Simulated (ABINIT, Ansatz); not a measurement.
# BiOCl (P4/nmm): G0W0 on several meshes in ABINIT

How does the mesh move the gap of BiOCl (P4/nmm)?

Main program and level: ABINIT 10.8.3; PBEsol and many-body steps on it, plane waves.

## 1. Starting point

It takes space group P4/nmm (No. 129, tetragonal). Conventional cell: a = 3.886 Å, b = 3.886 Å, c = 7.349 Å, α = 90.00°, β = 90.00°, γ = 90.00°. Nearest to Bi lie 4 O at 2.31 Å and 4 Cl at 3.06 Å. Cl has 4 Bi at 3.06 Å nearest. O has 4 Bi at 2.31 Å nearest. Farther neighbours and most contacts between anions are not listed.

The cell and positions come from the Crystallography Open Database and are kept as given unless a step says otherwise. Spin-orbit coupling is left out unless a step names it.

## 2. Empty states on the mesh, 4×4×2 mesh, 360 bands

This step: ABINIT 10.8.3; DFT, PBEsol, plane waves, norm-conserving pseudopotentials.

The sums over transitions need many empty states on a uniform mesh; this step solves for them.

run.abi reads:

```
acell 3*1.0 Angstrom
rprim 
  3.885510000000 0.000000000000 0.000000000000
  0.000000000000 3.885510000000 0.000000000000
  0.000000000000 0.000000000000 7.348900000000
ntypat 3
znucl 83 17 8
natom 6
typat 1 1 2 2 3 3
xred 
  0.500000000000 0.000000000000 0.329040000000
  0.000000000000 0.500000000000 0.670960000000
  0.000000000000 0.500000000000 0.147200000000
  0.500000000000 0.000000000000 0.852800000000
  0.000000000000 0.000000000000 0.500000000000
  0.500000000000 0.500000000000 0.500000000000
pp_dirpath "pseudos"
pseudos "Bi.upf, Cl.upf, O.upf"
ecut 42
ngkpt 4 4 2
nshiftk 1
shiftk 0 0 0
kptopt 1
chksymbreak 0
iscf -2
irdden 1
istwfk *1
nband 360
nbdbuf 32
tolwfr 1e-09
nstep 60
prtvol 0
indata_prefix "in"
outdata_prefix "out"
tmpdata_prefix "tmp"
```

Started as:

```console
$ OMP_NUM_THREADS=1 mpirun -n 4 abinit run.abi > log
```

Numbers of over 12 decimals in the logs are rounded to 6 here.

What it wrote:

```text
.Version 10.8.3 of ABINIT. v10.8.2 released Aug 2026.

 Symmetries : space group P4/n m m (#129); Bravais tP (primitive tetrag.)
[... echo of the input left out ...]
== DATASET  1 ==================================================================
-   mpi_nproc: 4, omp_nthreads: 1 (-1 if OMP is not activated)

--- !DatasetInfo
iteration_state: {dtset: 1, }
dimensions: {natom: 6, nkpt: 12, mband: 360, nsppol: 1, nspinor: 1, nspden: 1, mpw: 9764, }
cutoff_energies: {ecut:  42.0, pawecutdg:  -1.0, }
[...]
4.05963    4.05963    4.06215    4.08354    4.10475    4.10934    4.11413    4.11415
   4.11575    4.11577    4.14091    4.14112    4.16421    4.16965    4.17067    4.19439
 prteigrs : prtvol=0 or 1, do not print more k-points.

== END DATASET(S) ==============================================================
================================================================================

 -outvars: echo values of variables after computation  --------
            nband         360
             nkpt          12
          spgroup         129
 [... the other variables as echoed above ...]

 Calculation completed.
```

Run time: 9.2 min. Hardware: 4 MPI ranks of AMD EPYC 9R45, shared host; peak memory 1.1 GiB.

This step gave:

```
gap                                                           : 2.623 eV
k of the valence top                                          : 0.5, 0, 0.5
k of the conduction bottom                                    : 0, 0, 0.5
least direct gap                                              : 2.927 eV
k points computed                                             : 12
lowest point of the top converged band, above the valence top : 99.5387 eV
```

On this mesh the gap is 2.623 eV.

The density comes from a self-consistent run that is not shown.

## 3. Screening, 4×4×2 mesh, 155 bands, screening to 141.5 eV

The RPA dielectric matrix is built and inverted for each q.

This step: RPA screening on PBEsol, plane waves, norm-conserving pseudopotentials.

run.abi, as its differences from that of step 2:

```diff
@@ -24,10 +24,11 @@
 chksymbreak 0
-iscf -2
-irdden 1
 istwfk *1
-nband 360
-nbdbuf 32
-tolwfr 1e-09
-nstep 60
-prtvol 0
+occopt 1
+irdwfk 1
+optdriver 3
+nband 155
+ecuteps 5.2
+inclvkb 2
+awtr 1
+symchi 1
 indata_prefix "in"
```

What it wrote:

```text
.Version 10.8.3 of ABINIT. v10.8.2 released Aug 2026.

 Symmetries : space group P4/n m m (#129); Bravais tP (primitive tetrag.)
[... echo of the input left out ...]
== DATASET  1 ==================================================================
-   mpi_nproc: 4, omp_nthreads: 1 (-1 if OMP is not activated)

--- !DatasetInfo
iteration_state: {dtset: 1, }
dimensions: {natom: 6, nkpt: 12, mband: 155, nsppol: 1, nspinor: 1, nspden: 1, mpw: 9764, }
cutoff_energies: {ecut:  42.0, pawecutdg:  -1.0, }
electrons: {nelect:   7.20000000E+01, charge:   0.00000000E+00, occopt:   1.00000000E+00, tsmear:   1.00000000E-02, }

 SCREENING: Calculation of the susceptibility and dielectric matrices

 Based on a program developped by R.W. Godby, V. Olevano, G. Onida, and L. Reining.
 Incorporated in ABINIT by V. Olevano, G.-M. Rignanese, and M. Torrent.
.Using double precision arithmetic ; gwpc =  8

[... cell and pseudopotentials left out ...]
--------------------------------------------------------------------------------

 ==== K-mesh for the wavefunctions ====
 Number of points in the irreducible wedge :    12
[... list of points left out ...]
 Together with 16 symmetry operations and time-reversal symmetry
 yields    32 points in the full Brillouin Zone.

 ==== Q-mesh for the screening function ====
 Number of points in the irreducible wedge :    12
[... list of points left out ...]
 Together with 16 symmetry operations and time-reversal symmetry
 yields    32 points in the full Brillouin Zone.

 setmesh: FFT mesh size selected  =    30x   30x   60
          total number of points  =        54000

 vcoul_init : cutoff-mode = AUXILIARY_FUNCTION
 q-points for optical limit:   1
     1)      0.000010    0.000020    0.000030

- screening: taking advantage of time-reversal symmetry
- Maximum band index for partially occupied states nbvw = 36
- Remaining bands to be divided among processors   nbcw = 119
- Number of bands treated by each node ~29

 Number of electrons calculated from density =   72.0000; Expected =   72.0000
 average of density, n =  0.096165
 r_s =    1.3540
 omega_plasma =   29.9133 [eV]

 calculating chi0 at frequencies [eV] :
  1    0.000000E+00    0.000000E+00
  2    0.000000E+00    2.991330E+01

--------------------------------------------------------------------------------
  q-point number  1        q = ( 0.000000, 0.000000, 0.000000) [r.l.u.]
--------------------------------------------------------------------------------
[... chi0 elements left out ...]
 For q-point:  0.000010 0.000020 0.000030
  dielectric constant =   6.0281
  dielectric constant without local fields =   6.9017

  Average fulfillment of the sum rule on Im[epsilon] for q-point    1 :     61.94  [%]
[... wings left out ...]
  q-point number  2        q = ( 0.250000, 0.000000, 0.000000) [r.l.u.]
--------------------------------------------------------------------------------
[... chi0 elements left out ...]
  Average fulfillment of the sum rule on Im[epsilon] for q-point    2 :     70.50  [%]

 [... 10 further q-points ...]
```

Elapsed: 2.9 min, on 4 MPI ranks; peak memory 3.6 GiB; 12 min of CPU time.

This step gave:

* ε∞ with local fields, on this mesh, along the program's q direction: 6.028
* the same without local fields: 6.902
* plasma frequency: 29.91 eV
* plane waves in the screening matrix: 427

Local fields lower ε∞ by 13 %. On a Γ-centred mesh this coarse the value itself is usually too large, while a short band sum pulls it down.

## 4. 4×4×2

The self-energy is evaluated for the states that the input lists, and the levels follow from it, in one-shot runs by the linearised quasiparticle equation.

This step: G0W0 on PBEsol, plane waves, norm-conserving pseudopotentials.

run.abi, as its differences from that of step 3:

```diff
@@ -27,8 +27,19 @@
 irdwfk 1
-optdriver 3
+optdriver 4
 nband 155
+gwcalctyp 0
+ecutsigx 42
+symsigma 1
+nkptgw 3
+kptgw 
+  0.5000000000 0.0000000000 0.5000000000
+  0.0000000000 0.0000000000 0.5000000000
+  0.0000000000 0.0000000000 0.0000000000
+bdgw 
+  35 38
+  35 38
+  35 38
 ecuteps 5.2
-inclvkb 2
-awtr 1
-symchi 1
+irdscr 1
+ppmodel 1
 indata_prefix "in"
```

What it wrote:

```text
.Version 10.8.3 of ABINIT. v10.8.2 released Aug 2026.

 Symmetries : space group P4/n m m (#129); Bravais tP (primitive tetrag.)
[... echo of the input left out ...]
== DATASET  1 ==================================================================
-   mpi_nproc: 4, omp_nthreads: 1 (-1 if OMP is not activated)

--- !DatasetInfo
iteration_state: {dtset: 1, }
dimensions: {natom: 6, nkpt: 12, mband: 155, nsppol: 1, nspinor: 1, nspden: 1, mpw: 9764, }
cutoff_energies: {ecut:  42.0, pawecutdg:  -1.0, }
electrons: {nelect:   7.20000000E+01, charge:   0.00000000E+00, occopt:   1.00000000E+00, tsmear:   1.00000000E-02, }

 SIGMA: Calculation of the GW corrections

 Based on a program developped by R.W. Godby, V. Olevano, G. Onida, and L. Reining.
 Incorporated in ABINIT by V. Olevano, G.-M. Rignanese, and M. Torrent.
.Using double precision arithmetic ; gwpc =  8

[... cell and pseudopotentials left out ...]
--------------------------------------------------------------------------------

 ==== K-mesh for the wavefunctions ====
 Number of points in the irreducible wedge :    12
[... list of points left out ...]
 Together with 16 symmetry operations and time-reversal symmetry
 yields    32 points in the full Brillouin Zone.

 ==== Q-mesh for screening function ====
 Number of points in the irreducible wedge :    12
[... list of points left out ...]
 Together with 16 symmetry operations and time-reversal symmetry
 yields    32 points in the full Brillouin Zone.

 vcoul_init : cutoff-mode = AUXILIARY_FUNCTION
 q-points for optical limit:   1
     1)      0.000010    0.000020    0.000030
 setmesh: FFT mesh size selected  =    48x   48x   90
          total number of points  =       207360

 Number of electrons calculated from density =   72.0000; Expected =   72.0000
 average of density, n =  0.096165
 r_s =    1.3540
 omega_plasma =   29.9133 [eV]

 === KS Band Gaps ===
  >>>> For spin  1
   Minimum direct gap =   2.9274 [eV], located at k-point      :   0.0000  0.0000  0.5000
   Fundamental gap    =   2.6228 [eV], Top of valence bands at :   0.5000  0.0000  0.5000
                                       Bottom of conduction at :   0.0000  0.0000  0.5000
 SIGMA fundamental parameters:
 PLASMON POLE MODEL  1
 number of plane-waves for SigmaX                 9725
 number of plane-waves for SigmaC and W            427
 number of plane-waves for wavefunctions          9725
 number of bands                                   155
 number of independent spin polarizations            1
 number of spinorial components                      1
 number of k-points in IBZ                          12
 number of q-points in IBZ                          12
 number of symmetry operations                      16
 number of k-points in BZ                           32
 number of q-points in BZ                           32
 number of frequencies for dSigma/dE                 9
 frequency step for dSigma/dE [eV]                0.25
 number of omega for Sigma on real axis              0
 max omega for Sigma on real axis  [eV]           0.00
 zcut for avoiding poles [eV]                     0.10

 EPSILON^-1 parameters (SCR file):
 dimension of the eps^-1 matrix on file            427
 dimension of the eps^-1 matrix used               427
 number of plane-waves for wavefunctions          9725
 number of bands                                   155
 number of q-points in IBZ                          12
 number of frequencies                               2
 number of real frequencies                          1
 number of imag frequencies                          1

 matrix elements of self-energy operator (all in [eV])

 Perturbative Calculation

--- !SelfEnergy_ee
iteration_state: {dtset: 1, }
kpoint     : [   0.500,    0.000,    0.500, ]
spin       : 1
KS_gap     :    4.426
QP_gap     :    5.740
Delta_QP_KS:    1.315
data: !SigmaeeData |
     Band     E0 <VxcDFT>   SigX SigC(E0)      Z dSigC/dE  Sig(E)    E-E0       E
       35   5.725 -16.351 -19.782   2.915   0.793  -0.260 -16.760  -0.409   5.316
       36   5.725 -16.351 -19.782   2.915   0.793  -0.260 -16.760  -0.409   5.316
       37  10.150 -13.502  -9.296  -3.106   0.823  -0.216 -12.597   0.905  11.056
       38  10.150 -13.502  -9.296  -3.106   0.823  -0.216 -12.597   0.905  11.056

--- !SelfEnergy_ee
iteration_state: {dtset: 1, }
kpoint     : [   0.000,    0.000,    0.500, ]
spin       : 1
KS_gap     :    2.927
QP_gap     :    4.494
Delta_QP_KS:    1.567
data: !SigmaeeData |
     Band     E0 <VxcDFT>   SigX SigC(E0)      Z dSigC/dE  Sig(E)    E-E0       E
       35   5.417 -18.175 -22.230   3.912   0.776  -0.289 -18.286  -0.111   5.305
       36   5.420 -14.794 -18.665   2.839   0.800  -0.251 -15.619  -0.825   4.595
[...]
--- !SelfEnergy_ee
iteration_state: {dtset: 1, }
kpoint     : [   0.000,    0.000,    0.000, ]
spin       : 1
KS_gap     :    3.823
QP_gap     :    4.893
Delta_QP_KS:    1.070
data: !SigmaeeData |
     Band     E0 <VxcDFT>   SigX SigC(E0)      Z dSigC/dE  Sig(E)    E-E0       E
[...]
36   5.028 -16.715 -20.274   3.242   0.788  -0.269 -16.965  -0.249   4.779
       37   8.851 -13.262  -9.141  -3.133   0.831  -0.204 -12.441   0.821   9.672
       38   9.553 -13.220  -9.111  -3.094   0.828  -0.208 -12.380   0.840  10.393

== END DATASET(S) ==============================================================
================================================================================

 -outvars: echo values of variables after computation  --------
           etotal      0.0000000000E+00
            nband         155
             nkpt          12
          spgroup         129
 [... the other variables as echoed above ...]

 Calculation completed.
```

It took 45 s on 4 MPI ranks; peak memory 2.9 GiB.

This step gave:

- G0W0 gap on the points computed: 3.773 eV
- starting gap on the mesh: 2.623 eV
- k of the valence top: 0.5, 0, 0.5
- k of the conduction bottom: 0, 0, 0.5
- Z at the valence top: 0.793
- Z at the conduction bottom: 0.834
- least direct G0W0 gap on the computed points: 3.784 eV

The gap on the mesh goes from 2.62 eV to 3.77 eV, a correction of +1.15 eV.

## 5. Empty states on the mesh, 2×2×2 mesh, 169 bands

This step: DFT, PBEsol, plane waves, norm-conserving pseudopotentials.

run.abi, as its differences from that of step 4:

```diff
@@ -19,3 +19,3 @@
 ecut 42
-ngkpt 4 4 2
+ngkpt 2 2 2
 nshiftk 1
@@ -24,22 +24,10 @@
 chksymbreak 0
+iscf -2
+irdden 1
 istwfk *1
-occopt 1
-irdwfk 1
-optdriver 4
-nband 155
-gwcalctyp 0
-ecutsigx 42
-symsigma 1
-nkptgw 3
-kptgw 
-  0.5000000000 0.0000000000 0.5000000000
-  0.0000000000 0.0000000000 0.5000000000
-  0.0000000000 0.0000000000 0.0000000000
-bdgw 
-  35 38
-  35 38
-  35 38
-ecuteps 5.2
-irdscr 1
-ppmodel 1
+nband 169
+nbdbuf 14
+tolwfr 1e-09
+nstep 60
+prtvol 0
 indata_prefix "in"
```

What it wrote:

```text
.Version 10.8.3 of ABINIT. v10.8.2 released Aug 2026.

 Symmetries : space group P4/n m m (#129); Bravais tP (primitive tetrag.)
[... echo of the input left out ...]
== DATASET  1 ==================================================================
-   mpi_nproc: 4, omp_nthreads: 1 (-1 if OMP is not activated)

--- !DatasetInfo
iteration_state: {dtset: 1, }
dimensions: {natom: 6, nkpt: 6, mband: 169, nsppol: 1, nspinor: 1, nspden: 1, mpw: 9764, }
cutoff_energies: {ecut:  42.0, pawecutdg:  -1.0, }
[...]
2.09461    2.09830    2.10776    2.10776    2.11339    2.11934    2.18043    2.18567
   2.19017    2.19189    2.20987    2.22970    2.29253    2.31656    2.31842    2.34383
   2.34791
 prteigrs : prtvol=0 or 1, do not print more k-points.

== END DATASET(S) ==============================================================
================================================================================

 -outvars: echo values of variables after computation  --------
            nband         169
             nkpt           6
          spgroup         129
 [... the other variables as echoed above ...]

 Calculation completed.
```

Wall time 1.9 min (4 MPI ranks); peak memory 0.56 GiB; 7.6 min of CPU time.

Numbers from this step:

| Quantity | Value |
| --- | --- |
| gap | 2.623 eV |
| k of the valence top | 0.5, 0, 0.5 |
| k of the conduction bottom | 0, 0, 0.5 |
| least direct gap | 2.927 eV |
| k points computed | 6 |
| lowest point of the top converged band, above the valence top | 51.6301 eV |

On this mesh the gap is 2.623 eV.

## 6. Screening, 2×2×2 mesh, 155 bands, screening to 141.5 eV

This step: RPA screening on PBEsol, plane waves, norm-conserving pseudopotentials.

run.abi, as its differences from that of step 5:

```diff
@@ -24,10 +24,11 @@
 chksymbreak 0
-iscf -2
-irdden 1
 istwfk *1
-nband 169
-nbdbuf 14
-tolwfr 1e-09
-nstep 60
-prtvol 0
+occopt 1
+irdwfk 1
+optdriver 3
+nband 155
+ecuteps 5.2
+inclvkb 2
+awtr 1
+symchi 1
 indata_prefix "in"
```

What it wrote:

```text
.Version 10.8.3 of ABINIT. v10.8.2 released Aug 2026.

 Symmetries : space group P4/n m m (#129); Bravais tP (primitive tetrag.)
[... echo of the input left out ...]
== DATASET  1 ==================================================================
-   mpi_nproc: 4, omp_nthreads: 1 (-1 if OMP is not activated)

--- !DatasetInfo
iteration_state: {dtset: 1, }
dimensions: {natom: 6, nkpt: 6, mband: 155, nsppol: 1, nspinor: 1, nspden: 1, mpw: 9764, }
cutoff_energies: {ecut:  42.0, pawecutdg:  -1.0, }
electrons: {nelect:   7.20000000E+01, charge:   0.00000000E+00, occopt:   1.00000000E+00, tsmear:   1.00000000E-02, }

 SCREENING: Calculation of the susceptibility and dielectric matrices

 Based on a program developped by R.W. Godby, V. Olevano, G. Onida, and L. Reining.
 Incorporated in ABINIT by V. Olevano, G.-M. Rignanese, and M. Torrent.
.Using double precision arithmetic ; gwpc =  8

[... cell and pseudopotentials left out ...]
--------------------------------------------------------------------------------

 ==== K-mesh for the wavefunctions ====
 Number of points in the irreducible wedge :     6
[... list of points left out ...]
 Together with 16 symmetry operations and time-reversal symmetry
 yields     8 points in the full Brillouin Zone.

 ==== Q-mesh for the screening function ====
 Number of points in the irreducible wedge :     6
[... list of points left out ...]
 Together with 16 symmetry operations and time-reversal symmetry
 yields     8 points in the full Brillouin Zone.

 setmesh: FFT mesh size selected  =    30x   30x   60
          total number of points  =        54000

 vcoul_init : cutoff-mode = AUXILIARY_FUNCTION
 q-points for optical limit:   1
     1)      0.000010    0.000020    0.000030

- screening: taking advantage of time-reversal symmetry
- Maximum band index for partially occupied states nbvw = 36
- Remaining bands to be divided among processors   nbcw = 119
- Number of bands treated by each node ~29

 Number of electrons calculated from density =   72.0000; Expected =   72.0000
 average of density, n =  0.096165
 r_s =    1.3540
 omega_plasma =   29.9133 [eV]

 calculating chi0 at frequencies [eV] :
  1    0.000000E+00    0.000000E+00
  2    0.000000E+00    2.991330E+01

--------------------------------------------------------------------------------
  q-point number  1        q = ( 0.000000, 0.000000, 0.000000) [r.l.u.]
--------------------------------------------------------------------------------
[... chi0 elements left out ...]
 For q-point:  0.000010 0.000020 0.000030
  dielectric constant =   6.9492
  dielectric constant without local fields =   7.8527

  Average fulfillment of the sum rule on Im[epsilon] for q-point    1 :     61.97  [%]
[... wings left out ...]
  q-point number  2        q = ( 0.500000, 0.000000, 0.000000) [r.l.u.]
--------------------------------------------------------------------------------
[... chi0 elements left out ...]
  Average fulfillment of the sum rule on Im[epsilon] for q-point    2 :     65.15  [%]

 [... 4 further q-points ...]
```

Elapsed: 52 s, on 4 MPI ranks; peak memory 2.1 GiB; 3.5 min of CPU time.

Numbers from this step:

| Property | Result |
| --- | --- |
| ε∞ with local fields, on this mesh, along the program's q direction | 6.949 |
| the same without local fields | 7.853 |
| plasma frequency | 29.91 eV |
| plane waves in the screening matrix | 427 |

[end of part 1 of 2]

[Paths, hosts, dates, memory and timing lines, banners, echoed tables and standing remarks are left out of the program output.]

[Logs are printed without paths, hosts, clocks, repeated set-up lines and the standing remarks that a program may print on its own settings, such as how far it seeks lower states.]

[Runs of the session that timed out or met a known fault of the program may be left out.]

[Hosts, paths, dates, database ids (printed as entryN), source tags and the programs' standing remarks are cut or masked in the printed files.]

[G0W0 gaps are taken among the corrected bands and points alone; a level outside them can change the order at an edge.]

[Where Ansatz stands beside ABINIT at settings called matched, ABINIT's density can come from a denser mesh and the files from another edition; pairs whose starting gaps differed by over 0.03 eV were left out, so agreement reads better than it is.]
